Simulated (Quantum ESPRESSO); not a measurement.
## SiC (Moissanite 3C): how pressure shifts the optical phonon

By how much does an optical zone-centre mode of SiC (Moissanite 3C) shift under hydrostatic pressure?

Main program and level: Quantum ESPRESSO 7.5; DFT PBE, scalar-relativistic, plane waves, PseudoDojo norm-conserving pseudopotentials.

### Step 1. Set-up

Symmetry: F-43m, No. 216, cubic system. The conventional cell has a = 4.380 Å, b = 4.380 Å, c = 4.380 Å, α = 90.00°, β = 90.00°, γ = 90.00°. Nearest to Si lie 4 C at 1.90 Å. C has 4 Si at 1.90 Å nearest. Farther neighbours are not listed.

As a file:

```cif
data_structure
_symmetry_space_group_name_H-M 'F-43m'
_symmetry_Int_Tables_number 216
_cell_length_a 4.3799
_cell_length_b 4.3799
_cell_length_c 4.3799
_cell_angle_alpha 90.000
_cell_angle_beta 90.000
_cell_angle_gamma 90.000
_cell_volume 84.02
loop_
_atom_site_label
_atom_site_type_symbol
_atom_site_symmetry_multiplicity
_atom_site_Wyckoff_symbol
_atom_site_fract_x
_atom_site_fract_y
_atom_site_fract_z
_atom_site_occupancy
Si1 Si 4 a 0.00000 0.00000 0.00000 1
C1 C 4 d 0.25000 0.25000 0.75000 1
```

This is the cell after its relaxation at this level of theory, not the database cell from which that began.

### Step 2. Runs at several volumes

The relaxed cell is scaled uniformly; in this structure symmetry fixes all atoms, so nothing has to be relaxed anew. Each volume gets a ground state and a response at Γ. The mode followed is the highest one without the macroscopic field, of symmetry T2; longitudinal polar modes lie higher. Cutoff 90 Ry, k mesh 12×12×12.

From the response at V/V₀ = 0.94:

Output:

```text
[banners, grids, parts of the stress and lines that vanish by symmetry left out]
Program PHONON v.7.5
     Reading xml data from directory:

[...]
Exchange-correlation= PBE
                           (   1   4   3   4   0   0   0)
[...]
kinetic-energy cut-off    =      90.0000  Ry
     charge density cut-off    =     360.0000  Ry
     convergence threshold     =      1.0E-18
[...]
Exchange-correlation= PBE
                           (   1   4   3   4   0   0   0)
[...]
q = (   0.0000000   0.0000000   0.0000000 )
     25 Sym.Ops. (with q -> -q+G )
     G cutoff =  599.4406  (  15353 G-vectors)     FFT grid: ( 36, 36, 36)
     number of k points=    72
[...]
Mode symmetry, T_d (-43m)  point group:
[...]
Dielectric constant
[...]
End of electric fields calculation
          Dielectric constant in cartesian axis
          (       6.809438249      -0.000000000       0.000000000 )
          (      -0.000000000       6.809438249       0.000000000 )
          (       0.000000000       0.000000000       6.809438249 )
          Effective charges (d Force / dE) in cartesian axis without acoustic sum rule applied (asr)
           atom    1  Si    Mean Z*:        2.73317
      Ex  (        2.73317        0.00000        0.00000 )
      Ey  (        0.00000        2.73317       -0.00000 )
      Ez  (        0.00000       -0.00000        2.73317 )
           atom    2  C     Mean Z*:       -2.73464
      Ex  (       -2.73464        0.00000        0.00000 )
      Ey  (        0.00000       -2.73464       -0.00000 )
      Ez  (       -0.00000       -0.00000       -2.73464 )
          Effective charges Sum: Mean:       -0.00148
[...]
Effective charges (d Force / dE) in cartesian axis with asr applied:
           atom    1  Si    Mean Z*:        2.73391
[...]
atom    2  C     Mean Z*:       -2.73391
[...]
Representation #   1 modes #   1   2   3
[...]
End of self-consistent calculation
     Convergence has been achieved
     Representation #   2 modes #   4   5   6
[...]
End of self-consistent calculation
     Convergence has been achieved
[...]
Dielectric constant in cartesian axis
          (       6.809438249      -0.000000000       0.000000000 )
          (      -0.000000000       6.809438249       0.000000000 )
          (       0.000000000       0.000000000       6.809438249 )
          Effective charges (d Force / dE) in cartesian axis without acoustic sum rule applied (asr)
           atom    1  Si    Mean Z*:        2.73317
      Ex  (        2.73317        0.00000        0.00000 )
      Ey  (        0.00000        2.73317       -0.00000 )
      Ez  (        0.00000       -0.00000        2.73317 )
           atom    2  C     Mean Z*:       -2.73464
      Ex  (       -2.73464        0.00000        0.00000 )
      Ey  (        0.00000       -2.73464       -0.00000 )
      Ez  (       -0.00000       -0.00000       -2.73464 )
          Effective charges Sum: Mean:       -0.00148
[...]
Effective charges (d Force / dE) in cartesian axis with asr applied:
           atom    1  Si    Mean Z*:        2.73391
[...]
atom    2  C     Mean Z*:       -2.73391
[...]
q = (    0.000000000   0.000000000   0.000000000 )
[...]
freq (    1) =      -0.027822 [THz] =      -0.928058 [cm-1]
     freq (    2) =      -0.027822 [THz] =      -0.928058 [cm-1]
     freq (    3) =      -0.027822 [THz] =      -0.928058 [cm-1]
     freq (    4) =      24.965085 [THz] =     832.745602 [cm-1]
     freq (    5) =      24.965085 [THz] =     832.745602 [cm-1]
     freq (    6) =      24.965085 [THz] =     832.745602 [cm-1]
[...]
Mode symmetry, T_d (-43m)  point group:
     freq (   1-   3) =         -0.9  [cm-1]   --> T_2  G_15 P_4   I+R
     freq (   4-   6) =        832.7  [cm-1]   --> T_2  G_15 P_4   I+R

   JOB DONE.
```

One volume, V/V₀ = 0.97, is held back as a test.

```
V/V₀  volume (Å³/atom)  pressure (GPa)   ω (cm⁻¹)
0.94             9.872           14.78     832.75
0.97            10.187            6.85  held back
   1            10.502            0.00     777.02
1.03            10.818           -5.90     751.67
1.06            11.133          -10.99     727.83
```

### Step 3. The fit

The mode Grüneisen parameter is γ = −d ln ω / d ln V.

```
ln(V/V₀)    ln ω
 -0.0619  6.7247
  0.0000  6.6555
  0.0296  6.6223
  0.0583  6.5901
```

A straight line through these points has the slope -1.121, so γ = 1.12; at V/V₀ = 0.97 it predicts ω = exp(6.6554 + 0.0341) = 803.96 cm⁻¹.

A parabola of pressure against ln V through V/V₀ = 0.97, 1 and 1.03 gives the bulk modulus B = −dP/d ln V = 212 GPa at V₀. With ω₀ from the fitted line the pressure coefficient follows as dω/dP = γ ω₀ / B = 1.12 × 777.0 / 212 = 4.11 cm⁻¹/GPa.

### Step 4. The run that was held back

Output:

```text
[banners, grids, parts of the stress and lines that vanish by symmetry left out]
[banner, memory and clock lines left out]
Program PHONON v.7.5

[...]
Exchange-correlation= PBE
                           (   1   4   3   4   0   0   0)
[...]
kinetic-energy cut-off    =      90.0000  Ry
     charge density cut-off    =     360.0000  Ry
     convergence threshold     =      1.0E-18
[...]
Exchange-correlation= PBE
                           (   1   4   3   4   0   0   0)
[...]
q = (   0.0000000   0.0000000   0.0000000 )
     25 Sym.Ops. (with q -> -q+G )
     G cutoff =  612.1277  (  16049 G-vectors)     FFT grid: ( 36, 36, 36)
     number of k points=    72
[...]
Mode symmetry, T_d (-43m)  point group:
[...]
Dielectric constant
[...]
End of electric fields calculation
          Dielectric constant in cartesian axis
          (       6.883730406      -0.000000000      -0.000000000 )
          (      -0.000000000       6.883730406       0.000000000 )
          (      -0.000000000       0.000000000       6.883730406 )
          Effective charges (d Force / dE) in cartesian axis without acoustic sum rule applied (asr)
           atom    1  Si    Mean Z*:        2.71117
      Ex  (        2.71117       -0.00000        0.00000 )
      Ey  (        0.00000        2.71117        0.00000 )
      Ez  (        0.00000       -0.00000        2.71117 )
           atom    2  C     Mean Z*:       -2.71258
      Ex  (       -2.71258        0.00000       -0.00000 )
      Ey  (       -0.00000       -2.71258        0.00000 )
      Ez  (       -0.00000        0.00000       -2.71258 )
[...]
Representation #   1 modes #   1   2   3
[...]
End of self-consistent calculation
     Convergence has been achieved
     Representation #   2 modes #   4   5   6
[...]
End of self-consistent calculation
     Convergence has been achieved
[...]
Dielectric constant in cartesian axis
          (       6.883730406      -0.000000000      -0.000000000 )
          (      -0.000000000       6.883730406       0.000000000 )
          (      -0.000000000       0.000000000       6.883730406 )
          Effective charges (d Force / dE) in cartesian axis without acoustic sum rule applied (asr)
           atom    1  Si    Mean Z*:        2.71117
      Ex  (        2.71117       -0.00000        0.00000 )
      Ey  (        0.00000        2.71117        0.00000 )
      Ez  (        0.00000       -0.00000        2.71117 )
           atom    2  C     Mean Z*:       -2.71258
      Ex  (       -2.71258        0.00000       -0.00000 )
      Ey  (       -0.00000       -2.71258        0.00000 )
      Ez  (       -0.00000        0.00000       -2.71258 )
          Effective charges Sum: Mean:       -0.00141
[...]
Effective charges (d Force / dE) in cartesian axis with asr applied:
           atom    1  Si    Mean Z*:        2.71188
[...]
atom    2  C     Mean Z*:       -2.71188
[...]
q = (    0.000000000   0.000000000   0.000000000 )
[...]
freq (    1) =      -0.078424 [THz] =      -2.615954 [cm-1]
     freq (    2) =      -0.078424 [THz] =      -2.615954 [cm-1]
     freq (    3) =      -0.078424 [THz] =      -2.615954 [cm-1]
     freq (    4) =      24.103079 [THz] =     803.992183 [cm-1]
     freq (    5) =      24.103079 [THz] =     803.992183 [cm-1]
     freq (    6) =      24.103079 [THz] =     803.992183 [cm-1]
[...]
Mode symmetry, T_d (-43m)  point group:
     freq (   1-   3) =         -2.6  [cm-1]   --> T_2  G_15 P_4   I+R
     freq (   4-   6) =        804.0  [cm-1]   --> T_2  G_15 P_4   I+R
```

It gives 803.99 cm⁻¹ against the predicted 803.96 cm⁻¹, a miss of 0.03 cm⁻¹.

### Step 5. Results

```json
{
  "mode Grüneisen parameter": "1.121",
  "bulk modulus": "212 GPa",
  "pressure coefficient": "4.11 cm⁻¹/GPa"
}
```

The highest optical mode of SiC (Moissanite 3C) without the LO-TO term stiffens by 4.11 cm⁻¹ a GPa near the relaxed volume, with γ = 1.12. The power law meets all 5 runs within 0.01 %. Such a coefficient turns a measured shift of this mode into a hydrostatic stress; uniaxial or biaxial stress splits the mode and needs deformation potentials. These are harmonic values at zero temperature for the structure held cubic, which a run at Γ can't show to be stable; the bulk modulus rests on three points.

[Host names and launcher messages were left out of these logs when they were recorded.]

[Logs are printed without paths, hosts, clocks, repeated set-up lines and the standing remarks that a program may print on its own settings, such as how far it seeks lower states.]

[Hosts, paths, dates, database ids (printed as entryN), source tags and the programs' standing remarks are cut or masked in the printed files.]
